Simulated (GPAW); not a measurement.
```json
{"subject": "NbInO4 (P2/c): one start, several treatments of the self-energy", "lattice_ang": [[4.8355, 0.0, -0.0], [0.0, 5.7709, 0.0], [-0.1014, 0.0, 5.143]], "atoms": [["Nb", 0.0, 0.1779, 0.25], ["Nb", 0.0, 0.8221, 0.75], ["In", 0.5, 0.6825, 0.25], ["In", 0.5, 0.3175, 0.75], ["O", 0.26, 0.618, 0.901], ["O", 0.74, 0.618, 0.599], ["O", 0.74, 0.382, 0.099], ["O", 0.26, 0.382, 0.401], ["O", 0.217, 0.898, 0.438], ["O", 0.783, 0.898, 0.062], ["O", 0.783, 0.102, 0.562], ["O", 0.217, 0.102, 0.938]], "method": "DFT, LDA, plane waves, PAW (and 1 further level or step)", "program": "GPAW 26.7.0", "settings_of_one_run": "cutoff 600 eV, GPAW PAW setups 1.2.1 data release, 4×2×4 k-mesh, nbands 125", "cost": "4 runs, 17 min in all on 4 MPI ranks of Arm Neoverse V1, shared host (the runs of this entry)", "notes": "The cell and positions come from the Crystallography Open Database and are kept as given unless a step says otherwise. Limits: no spin-orbit coupling. Bands and cutoff are finite, so the gap is not at the basis limit. The miss can reach some tenths of an eV and take either sign; the mesh is an error of its own. The 4×2×4 mesh is coarse for this cell, which bears on the long-range parts of exchange and screening.", "results": {"g0w0_godby_needs_plasmon_pole": "5.307 eV", "g0w0_full_frequency_hilbert_transform": "5.253 eV", "g0w0_multipole": "5.263 eV", "known_limits": "not at the basis limit; no spin-orbit coupling; coarse k mesh"}}
```

[Paths, hosts, dates, memory and timing lines, banners, echoed tables and standing remarks are left out of the program output.]

[Logs are printed without paths, hosts, clocks, repeated set-up lines and the standing remarks that a program may print on its own settings, such as how far it seeks lower states.]

[Runs of the session that timed out or met a known fault of the program may be left out.]

[Hosts, paths, dates, database ids (printed as entryN), source tags and the programs' standing remarks are cut or masked in the printed files.]
